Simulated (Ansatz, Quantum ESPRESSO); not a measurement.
# RbCaHBr2 (P4/mmm): Raman and infrared activity, part 3 of 3

Which lines does RbCaHBr2 (P4/mmm) show in Raman and infrared spectra?

Quantum ESPRESSO 8.0 development, patched; DFT LDA, scalar-relativistic, plane waves, PseudoDojo norm-conserving pseudopotentials.

So far, highest mode moved by the LO-TO term (cm⁻¹): step 9 (the LO-TO splitting (1 0 0)) 405. The relaxed cell has a = 5.614, c = 4.263 Å (conventional setting).

The structure was built from a prototype and need not be the compound's stable phase.

**10. Modes along a direction of q (0 0 1)**

Input file dynmat.in:

```
&input
   fildyn = 'g.dyn'
   asr = 'crystal'
   fileig = 'dynmat.eig'
   q(1) = 0.0
   q(2) = 0.0
   q(3) = 1.0
/
```

The run is started by

```bash
$ dynmat.x -in dynmat.in > dynmat.out
```

Output:

```text
[banner, memory and clock lines left out]
Program DYNMAT v.8.0dev

     Reading Dynamical Matrix from file g.dyn
     ...Force constants read
     ...epsilon and Z* read
     ...Raman cross sections read
     Acoustic Sum Rule: || Z*(ASR) - Z*(orig)|| =    2.411513E-02
     Acoustic Sum Rule: ||dyn(ASR) - dyn(orig)||=    1.188436E-05

     Polarizability (A^3 units)
     multiply by 0.564316 for Clausius-Mossotti correction (not under assume_isolated = 'mt')
        25.752806    0.000000    0.000000
         0.000000   25.752806    0.000000
         0.000000    0.000000   22.789438

     IR activities are in (D/A)^2/amu units

# mode   [cm-1]    [THz]      IR
    1    -33.63   -1.0082    2.4335
    2    -33.63   -1.0082    2.4335
    3     -0.00   -0.0000    0.0000
    4     -0.00   -0.0000    0.0000
    5     -0.00   -0.0000    0.0000
    6     46.34    1.3892    0.0000
    7     72.52    2.1741    0.7292
    8     72.52    2.1741    0.7292
    9     76.40    2.2904    0.0112
   10     93.82    2.8126    0.6132
   11    199.75    5.9884   13.3254
   12    199.75    5.9884   13.3254
   13    270.52    8.1099    8.0277
   14    270.52    8.1099    8.0277
   15   1368.06   41.0133   39.6926

  )
[end of the log left out, with the tail of the file of modes that dynmat.x writes under the same name]
```

Run time: 0.45 s. Hardware: 1 thread of Arm Neoverse V1, shared host.

Read from the output:

- highest mode moved by the LO-TO term: 1368 cm⁻¹

Zone-centre frequencies as printed; negative means imaginary. Modes:

| mode | frequency (cm⁻¹) |
| --- | --- |
| 1 | -33.63 |
| 2 | -33.63 |
| 3 | 0 |
| 4 | 0 |
| 5 | 0 |
| 6 | 46.34 |
| 7 | 72.52 |
| 8 | 72.52 |
| 9 | 76.4 |
| 10 | 93.82 |
| 11 | 199.8 |
| 12 | 199.8 |
| 13 | 270.5 |
| 14 | 270.5 |
| 15 | 1368 |

The field moves 3 modes; the highest of them now lies at 1368 cm⁻¹, where the highest that moved away lay at 1293.

**11. The LO-TO splitting (1 1 1)**

Input file dynmat.in:

```
&input
   fildyn = 'g.dyn'
   asr = 'crystal'
   fileig = 'dynmat.eig'
   q(1) = 1.0
   q(2) = 1.0
   q(3) = 1.0
/
```

The run is started by

```bash
$ dynmat.x -in dynmat.in > dynmat.out
```

Output:

```text
[banners, grids, parts of the stress and lines that vanish by symmetry left out]
[banner, memory and clock lines left out]
Program DYNMAT v.8.0dev

     Reading Dynamical Matrix from file g.dyn
     ...Force constants read
     ...epsilon and Z* read
     ...Raman cross sections read
     Acoustic Sum Rule: || Z*(ASR) - Z*(orig)|| =    2.411513E-02
     Acoustic Sum Rule: ||dyn(ASR) - dyn(orig)||=    1.188436E-05

     Polarizability (A^3 units)
     multiply by 0.564316 for Clausius-Mossotti correction (not under assume_isolated = 'mt')
        25.752806    0.000000    0.000000
         0.000000   25.752806    0.000000
         0.000000    0.000000   22.789438

     IR activities are in (D/A)^2/amu units

# mode   [cm-1]    [THz]      IR
    1    -33.63   -1.0082    2.4335
    2     -0.00   -0.0000    0.0000
[...]
14    357.62   10.7211   22.5602
   15   1317.93   39.5106   39.5629

  )
[end of the log left out, with the tail of the file of modes that dynmat.x writes under the same name]
```

Run time: 0.45 s. Hardware: 1 thread.

Read from the output:

| Item | Value |
| --- | --- |
| highest mode moved by the LO-TO term | 1318 cm⁻¹ |

Zone-centre frequencies as printed; negative means imaginary. Modes:

| mode | frequency (cm⁻¹) |
| --- | --- |
| 1 | -33.63 |
| 2 | 0 |
| 3 | 0 |
| 4 | 0 |
| 5 | 34.22 |
| 6 | 46.34 |
| 7 | 71.34 |
| 8 | 72.52 |
| 9 | 77.39 |
| 10 | 85.22 |
| 11 | 199.8 |
| 12 | 239.3 |
| 13 | 270.5 |
| 14 | 357.6 |
| 15 | 1318 |

The field moves 7 modes; the highest of them now lies at 1318 cm⁻¹, where the highest that moved away lay at 1293.

**12. The same in Ansatz**

A second program on the same cell, potentials, cutoff and meshes tests the implementation of the phonon response, not its convergence. Its field response is summed in its own way. Its k mesh is centred on Γ.

This step: DFT LDA, scalar-relativistic, plane waves, PseudoDojo norm-conserving pseudopotentials (Ansatz 0.2.0).

Input file input.yaml:

```yaml
crystal:
  lattice:
    - [5.614390839, 0.0, 0.0]
    - [0.0, 5.614390839, 0.0]
    - [0.0, 0.0, 4.2625855656]
  atoms:
    - { symbol: Rb, position: [0.0, 0.0, 0.0] }
    - { symbol: Ca, position: [0.5, 0.5, 0.5] }
    - { symbol: Br, position: [0.5, 0.0, 0.5] }
    - { symbol: Br, position: [0.0, 0.5, 0.5] }
    - { symbol: H, position: [0.5, 0.5, 0.0] }
kpoints:
  mp_grid: { grid: [4, 4, 4] }
hamiltonian:
  xc: lda
  pseudopotentials: { kind: nc, accuracy: standard }
scf:
  occupations: { method: fixed }
output:
  eigenvalues: true
basis:
  ecutwfc: 1006.821
phonons:
  method: dfpt
  dielectric: true
  rigid_motions: translations
  raman: true
```

The run is started by

```bash
$ ansatz run input.yaml --threads 4 --pin off --max-ram 16384MiB --backend cpu --events-out ev --progress --plain --runs-dir out
```

Output:

```text
Warning: basis.ecutwfc = 1006.821 eV is below the records' recommended 1006.821291 eV, and the density's cutoff is lower with it unless basis.ecutrho_ratio is high enough to keep the records' density cutoff: compare with a run at a higher cutoff
Engine: ansatz 0.2.0, aarch64-unknown-linux-gnu
Pseudopotentials: kind: nc
Pseudopotential: Rb, nc, valence charge 9, recommended cutoff 571.439111 eV (normal), Rb.nc.azcp (PseudoDojo's, or run here from an input of PseudoDojo's; its table is named by hamiltonian.pseudopotentials.accuracy)
Pseudopotential: Ca, nc, valence charge 10, recommended cutoff 979.609905 eV (normal), Ca.nc.azcp (PseudoDojo's, or run here from an input of PseudoDojo's; its table is named by hamiltonian.pseudopotentials.accuracy)
Pseudopotential: Br, nc, valence charge 7, recommended cutoff 598.650497 eV (normal), Br.nc.azcp (PseudoDojo's, or run here from an input of PseudoDojo's; its table is named by hamiltonian.pseudopotentials.accuracy)
Pseudopotential: H, nc, valence charge 1, recommended cutoff 1006.821291 eV (normal), H.nc.azcp (PseudoDojo's, or run here from an input of PseudoDojo's; its table is named by hamiltonian.pseudopotentials.accuracy)
Functional definition: SPW92
  exchange = slater_x
  correlation = pw_c
Crystal: 5 atoms, lattice volume = 134.363 Å³
Basis set: ecut = 1006.821 eV, 9735 PW (Γ), exchange–correlation on 120×120×90 points (8 copies of the dense FFT grid, shifted against one another)
Bands: 22, of which v1, the nominal top of the filled ones, is band 17 counted from 1 (16 counted from 0)
Symmetry: 16 space group operations
k-points: 36 of 64 (irreducible under 1 space group operation, time reversal used)
Non-local potential: Rb, projectors of the file, l = 0: 2, l = 1: 2, l = 2: 2
Non-local potential: Ca, projectors of the file, l = 0: 2, l = 1: 2, l = 2: 2
Non-local potential: Br, projectors of the file, l = 0: 2, l = 1: 2, l = 2: 2
Non-local potential: H, projectors of the file, l = 0: 2, l = 1: 1
Initial density: superposition of atomic densities (chi_scale 0.1, normalization cell, long waves kept (reshape's long-wave potential 0.00 eV rms))
Initial wavefunctions: pseudopotential atomic-orbital guess
Functional: x = slater, c = lda
SCF iter   1: F=—  HF=-2675.142533 eV  |F-HF|=—  |Δ(HF+E_count)|=         —  Δρ=5.62e-2  dr2=8.77e0  ethr=3.10e-3  ⟨swp⟩=9.1  Hψ=6172  notcnv=0  defer=98
preconditioner: auto → Resta (q_TF=auto, 2.170 Å⁻¹)  ε∞=3.7  [insulator: Δε(μ)=1.708 eV  Ē_g=9.567 eV  n_scr=26 (ndim 8)  ℏωp=15.7 eV  f_vac=0.000  ε∞_Penn≈3.7]
SCF iter   2: F=—  HF=-2672.391248 eV  |F-HF|=—  |Δ(HF+E_count)|=    2.75e0  Δρ=1.98e-2  dr2=1.24e0  ethr=3.10e-3  ⟨swp⟩=5.8  Hψ=2546  notcnv=0  defer=93
SCF iter   3: F=—  HF=-2671.895762 eV  |F-HF|=—  |Δ(HF+E_count)|=   4.95e-1  Δρ=6.28e-3  dr2=1.09e-1  ethr=3.10e-3  ⟨swp⟩=4.7  Hψ=1840  notcnv=0  defer=79
SCF iter   4: F=—  HF=-2671.863085 eV  |F-HF|=—  |Δ(HF+E_count)|=   3.27e-2  Δρ=1.88e-3  dr2=4.33e-3  ethr=3.19e-4  ⟨swp⟩=4.8  Hψ=1874  notcnv=0  defer=106
SCF iter   5: F=—  HF=-2671.863724 eV  |F-HF|=—  |Δ(HF+E_count)|=   6.40e-4  Δρ=3.29e-4  dr2=1.74e-4  ethr=1.27e-5  ⟨swp⟩=4.7  Hψ=1643  notcnv=0  defer=109
SCF iter   6: F=—  HF=-2671.863714 eV  |F-HF|=—  |Δ(HF+E_count)|=   1.02e-5  Δρ=1.05e-4  dr2=1.24e-5  ethr=5.11e-7  ⟨swp⟩=2.2  Hψ=1403  notcnv=0  defer=106
SCF iter   7: F=—  HF=-2671.863716 eV  |F-HF|=—  |Δ(HF+E_count)|=   2.17e-6  Δρ=2.55e-5  dr2=8.87e-7  ethr=3.64e-8  ⟨swp⟩=2.8  Hψ=1432  notcnv=0  defer=106
SCF iter   8: F=—  HF=-2671.863659 eV  |F-HF|=—  |Δ(HF+E_count)|=   5.74e-5  Δρ=4.21e-6  dr2=5.38e-8  ethr=2.61e-9  ⟨swp⟩=2.5  Hψ=1300  notcnv=0  defer=103
SCF iter   9: F=—  HF=-2671.863659 eV  |F-HF|=—  |Δ(HF+E_count)|=   8.96e-9  Δρ=1.88e-6  dr2=3.47e-9  ethr=1.58e-10  ⟨swp⟩=2.6  Hψ=1412  notcnv=0  defer=103
SCF iter  10: F=-2671.863659 eV  HF=-2671.863659 eV  |F-HF|=1.91e-11  |Δ(HF+E_count)|=  8.53e-10  Δρ=1.85e-7  dr2=5.14e-11  ethr=1.00e-12  ⟨swp⟩=27.1  Hψ=9959  notcnv=0
SCF 1 converged in 10 iterations: F = -2671.863659 eV  dr2 = 5.14e-11
DFPT response loops at Γ: preconditioner auto → Resta (q_TF=auto, 2.170 Å⁻¹)  ε∞=4.7 (no band partly filled); β = 1.00, the filter's whole step (`scf.mixing.beta` (0.50) is not read by the response loops at its default; to damp them type it under 1.00, their step now; it binds the ground state too); Broyden in place of MSR1
── the response to a field inside a basis, on 6×6×8 k-points: an SCF that follows is theirs, and a resumed run solves both again ──
Bands: 18, of which v1, the nominal top of the filled ones, is band 17 counted from 1 (16 counted from 0)
k-points: 24 of 288
Initial density: handed on by an earlier stage of this run
Initial wavefunctions: pseudopotential atomic-orbital guess (no wavefunctions were taken with the density)
Eigensolver: Dense (24 Hₖ)
SCF iter   1: F=—  HF=-2671.860231 eV  |F-HF|=—  |Δ(HF+E_count)|=         —  Δρ=7.54e-5  dr2=2.14e-6  ethr=1.00e-1
preconditioner: auto → Resta (q_TF=auto, 2.170 Å⁻¹)  ε∞=3.3  [insulator: Δε(μ)=2.987 eV  Ē_g=10.254 eV  n_scr=26 (ndim 8)  ℏωp=15.7 eV  f_vac=0.000  ε∞_Penn≈3.3]
SCF iter   2: F=—  HF=-2671.860232 eV  |F-HF|=—  |Δ(HF+E_count)|=   9.03e-7  Δρ=3.92e-5  dr2=5.97e-7  ethr=6.29e-9
SCF iter   3: F=—  HF=-2671.860232 eV  |F-HF|=—  |Δ(HF+E_count)|=   3.95e-7  Δρ=2.03e-6  dr2=5.45e-9  ethr=1.76e-9
SCF iter   4: F=—  HF=-2671.860232 eV  |F-HF|=—  |Δ(HF+E_count)|=   1.08e-9  Δρ=6.89e-7  dr2=2.19e-10  ethr=1.60e-11
SCF iter   5: F=-2671.860232 eV  HF=-2671.860232 eV  |F-HF|=9.09e-13  |Δ(HF+E_count)|=  2.12e-10  Δρ=4.78e-8  dr2=4.09e-12  ethr=1.00e-12
SCF 1 converged in 5 iterations: F = -2671.860232 eV  dr2 = 4.09e-12
DFPT response loops at Γ: preconditioner auto → Resta (q_TF=auto, 2.170 Å⁻¹)  ε∞=4.5 (no band partly filled); β = 1.00, the filter's whole step (`scf.mixing.beta` (0.50) is not read by the response loops at its default; to damp them type it under 1.00, their step now; it binds the ground state too); Broyden in place of MSR1
DFPT response loops at Γ: mixed as the last ones told, above
WARN: field response: ε∞ stands inside a basis, on 6×6×8 points; the force constants stand on the 4×4×4 k-mesh, whose period is 12.04 times the interband length at k = (0.0000, 0.0000, -0.5000), direct gap 2.971 eV, under 14: take them and everything formed from them as unconverged, and compare with a denser kpoints.mp_grid
SCF converged after 10 iterations
Free energy (F): -2671.863659 eV
Harris-Foulkes:  -2671.863659 eV  (|F-HF|=1.91e-11)
Internal energy: -2671.863659 eV  (E = F + TS)
E sigma→0 (E₀):  -2671.863659 eV
Fermi energy:    4.284851 eV
--- Per-component energies (eV) ---
  E_band       = -274.452713
  E_kinetic    = 815.088738
  E_local      = -1746.266184  (includes V_loc(G=0)·N_el)
  E_nonlocal   = 176.306371
  E_hartree    = 513.163354
  E_xc         = -682.082138
  E_vxc        = -545.908290  (∫ρ·V_xc dr)
  E_ewald      = -1748.073799
  E_smearing   = -0.000000  (= −TS)
  E_closure    = 0.000000  (closes the sum)
  Σ components = -2671.863659   (vs F -2671.863659, Δ=0.00e0)
--- Band table (eV; the first three rows and the last of 36) ---
  k-point 0: bands = [... 13 lower, 1.8908, 1.8908, 2.1540, 2.2646, 7.0163, 7.0334, 8.5495, 8.6149, ... 1 higher]
  k-point 1: bands = [... 13 lower, 1.6331, 1.8624, 1.8624, 3.3018, 7.2657, 7.8134, 7.8134, 7.9309, ... 1 higher]
  k-point 2: bands = [... 13 lower, 1.1996, 1.8528, 1.8528, 4.2849, 7.2562, 7.2562, 7.5547, 8.6380, ... 1 higher]
  k-point 35: bands = [... 13 lower, 1.1068, 1.1068, 2.2015, 3.4285, 8.6019, 8.7706, 8.7706, 9.0163, ... 1 higher]
--- Phonons (Γ-DFPT): 9 representative perturbations + reference, on 36 of 64 k-points (Σ response iterations 31) ---
  k mesh reduced under 1 symmetry operation, with k and −k counted as one. Each operation leaves every solved perturbation unchanged. A smaller set is not considered because the run solves the response to a homogeneous field
  ASR residual: 7.132e-4 → 0.000e0 eV/Å²; symmetrization residual: 2.218e-6 eV/Å²
  ASR residual per site (eV/Å²): 6.91e-5 7.13e-4 1.36e-4 1.36e-4 4.29e-5
  Γ frequencies (cm⁻¹): -33.59 -33.59 0.00 0.00 0.00 46.35 70.87 72.50 72.50 77.92 199.78 199.78 270.52 270.52 1292.51
  ε∞ (high-frequency dielectric tensor):
        3.392235     0.000000     0.000000
        0.000000     3.392235     0.000000
        0.000000     0.000000     3.107465
  softest optical mode at Γ: -33.59 cm⁻¹; the repairs (sum rule, projections) moved no ω² at Γ by more than (4.53 cm⁻¹)²
  Born effective charges Z* (e; rows j = field, columns β = displacement):
    site 0:
         1.30001    0.00000    0.00000
         0.00000    1.30001    0.00000
         0.00000    0.00000    1.22262
    site 1:
         2.47014    0.00000    0.00000
         0.00000    2.47014    0.00000
         0.00000    0.00000    1.52321
    site 2:
        -1.04861   -0.00000    0.00000
        -0.00000   -1.81309    0.00000
         0.00000    0.00000   -0.73495
    site 3:
        -1.81309   -0.00000    0.00000
        -0.00000   -1.04861    0.00000
         0.00000    0.00000   -0.73495
    site 4:
        -0.90844   -0.00000    0.00000
        -0.00000   -0.90844    0.00000
         0.00000    0.00000   -1.27594
  Z* charge neutrality: 5.045e-4 e pre-enforcement
  solved inside a basis spanned on kpoints, on 6×6×8 k-points: ε∞ is read to err by 7.8e-3, Z* by 1.1e-2 e (field_mesh: kpoints solves on kpoints); Z* is corrected for what the basis lacks
  Raman tensors (in the event stream and the table raman_tensors.tsv): an entry may err by 2.5e-3 Å², one of the second-order susceptibility by 2.1e-19 pm/V (basis, points and sum rule); their sum over the sites missed zero by 6.080e-20 Å² ahead of its enforcement
  optical modes at Γ without the LO–TO term, one row a degenerate level:
      ω (cm⁻¹)  modes    IR ((D/Å)²/amu)  static Raman (Å⁴/amu)  depolarisation
        -33.59      2             4.7912                 0.0000               —
         46.35      1             0.0000                 0.0000               —
         70.87      1             0.6426                 0.0000               —
         72.50      2             1.4581                 0.0000               —
         77.92      1             0.1434                 0.0000               —
        199.78      2            26.3072                 0.0000               —
        270.52      2            15.6909                 0.0000               —
       1292.51      1            38.5267                 0.0000               —
  optical modes at Γ + LO–TO along q̂ = [1.0000, 0.0000, 0.0000]:
      ω (cm⁻¹)  modes    IR ((D/Å)²/amu)  static Raman (Å⁴/amu)  depolarisation
        -33.59      1             2.3956                 0.0000               —
         40.39      1             0.1200                 0.0000               —
         46.35      1             0.0000                 0.0000               —
         70.87      1             0.6426                 0.0000               —
         72.50      1             0.7290                 0.0000               —
         77.92      1             0.1434                 0.0000               —
         83.28      1             0.1478                 0.0000               —
        199.78      1            13.1536                 0.0000               —
        242.23      1             0.6043                 0.0000               —
        270.52      1             7.8454                 0.0000               —
        403.56      1            23.2516                 0.0000               —
       1292.51      1            38.5267                 0.0000               —
  optical modes at Γ + LO–TO along q̂ = [0.0000, 1.0000, 0.0000]:
      ω (cm⁻¹)  modes    IR ((D/Å)²/amu)  static Raman (Å⁴/amu)  depolarisation
        -33.59      1             2.3956                 0.0000               —
         40.39      1             0.1200                 0.0000               —
         46.35      1             0.0000                 0.0000               —
         70.87      1             0.6426                 0.0000               —
         72.50      1             0.7290                 0.0000               —
         77.92      1             0.1434                 0.0000               —
         83.28      1             0.1478                 0.0000               —
        199.78      1            13.1536                 0.0000               —
        242.23      1             0.6043                 0.0000               —
        270.52      1             7.8454                 0.0000               —
        403.56      1            23.2516                 0.0000               —
       1292.51      1            38.5267                 0.0000               —
  optical modes at Γ + LO–TO along q̂ = [0.0000, 0.0000, 1.0000]:
      ω (cm⁻¹)  modes    IR ((D/Å)²/amu)  static Raman (Å⁴/amu)  depolarisation
        -33.59      2             4.7912                 0.0000               —
         46.35      1             0.0000                 0.0000               —
         72.50      2             1.4581                 0.0000               —
         76.32      1             0.0114                 0.0000               —
         94.12      1             0.6168                 0.0000               —
        199.78      2            26.3072                 0.0000               —
        270.52      2            15.6909                 0.0000               —
       1366.68      1            38.6845                 0.0000               —
```

It took 6.7 min on 4 threads; peak memory 3 GiB.

Read from the output:

```
gap on the k-mesh                                : 2.731 eV
sum-rule residual before enforcement             : 7.13e-4 eV/Å²
miss of the charge sum rule                      : 5.04e-4 e
estimated error of the dielectric tensor         : 0.007828
estimated error of the Born charges              : 0.01070 e
lowest optical zone-centre mode                  : -33.59 cm⁻¹
mean high-frequency dielectric constant          : 3.297
largest Born charge in size (third of the trace) : 2.154 e
highest mode moved by the LO-TO term             : 1367 cm⁻¹
```

Transverse modes; imaginary modes left out. Lines of the infrared spectrum (strongest = 100):

| position (cm⁻¹) | IR intensity ((D/Å)²/amu), degenerate modes summed, relative |
| --- | --- |
| 46 | 0.0 |
| 71 | 1.7 |
| 72 | 3.8 |
| 78 | 0.4 |
| 200 | 68 |
| 270 | 41 |
| 1292 | 100 |

The log warns that the force constants on this k mesh are to be taken as unconverged.

**13. The two compared: QE PseudoDojo and Ansatz, PseudoDojo**

Numbers from this step:

```
root-mean-square difference : 0.03 cm⁻¹
largest difference          : 0.07 cm⁻¹
```

The two runs side by side. Further quantities:

| quantity | QE PseudoDojo | Ansatz, PseudoDojo |
| --- | --- | --- |
| mean ε∞ | 3.316 | 3.297 |
| largest Born charge in size (e; the first before, the second after the charge sum rule) | 2.156 | 2.154 |
| summed IR intensity ((D/Å)²/amu) | 89.35 | 87.56 |

At the zone centre the largest difference (acoustic modes at Γ apart) is 0.005 % of the highest mode.

**14. Summary of results**

```json
{"space group after relaxation": "P4/mmm", "volume per atom": "26.9 Å³", "gap on the k-mesh": "2.73 eV", "highest optical zone-centre mode (no LO-TO term)": "1293 cm⁻¹", "lowest optical zone-centre mode": "-33.6 cm⁻¹", "highest mode moved by the LO-TO term (probably not converged in the k mesh)": "1368 cm⁻¹", "mean high-frequency dielectric constant (probably not converged in the k mesh)": "3.32", "largest Born charge in size (third of the trace) (probably not converged in the k mesh)": "2.16 e", "imaginary optical modes at the zone centre (no q mesh in this session)": "yes", "largest difference from Ansatz, PseudoDojo": "0.07 cm⁻¹"}
```

**Reading.** No mode is Raman active in this structure; the strongest infrared line lies at 1293 cm⁻¹. At the LDA level the optical modes of RbCaHBr2 (P4/mmm) at the zone centre (no LO-TO term) run from 34i to 1293 cm⁻¹, so the structure is a saddle point, with 2 modes beyond 10i cm⁻¹ there. Along the directions run, the highest mode that the macroscopic field moves lies at 1368 cm⁻¹. The Born charges miss their sum rule by 0.053 e, a sign that the k mesh or the cutoff is short for the field response. ε∞, the Born charges and what follows from them are probably not converged in the k mesh. Of the 12 optical modes, 11 are infrared active alone and 1 is silent. QE PseudoDojo and Ansatz, PseudoDojo agree to 0.07 cm⁻¹ (0.005 % of the highest mode compared) on all solved modes but the acoustic ones at Γ, without the LO-TO term. These are harmonic frequencies at zero temperature: anharmonic shifts and linewidths and thermal expansion are left out. Ansatz's log warns that force constants on this k mesh are to be taken as unconverged, an error that the frequencies of both programs share. The build is a development version in which the Raman tensors of release 7.5 are mended; dynmat.x leaves out the electro-optic term of LO lines. The structure is a hypothetical one, built on a prototype.

[Host names and launcher messages were left out of these logs when they were recorded.]

[Logs are printed without paths, hosts, clocks, repeated set-up lines and the standing remarks that a program may print on its own settings, such as how far it seeks lower states.]

[Hosts, paths, dates, database ids (printed as entryN), source tags and the programs' standing remarks are cut or masked in the printed files.]
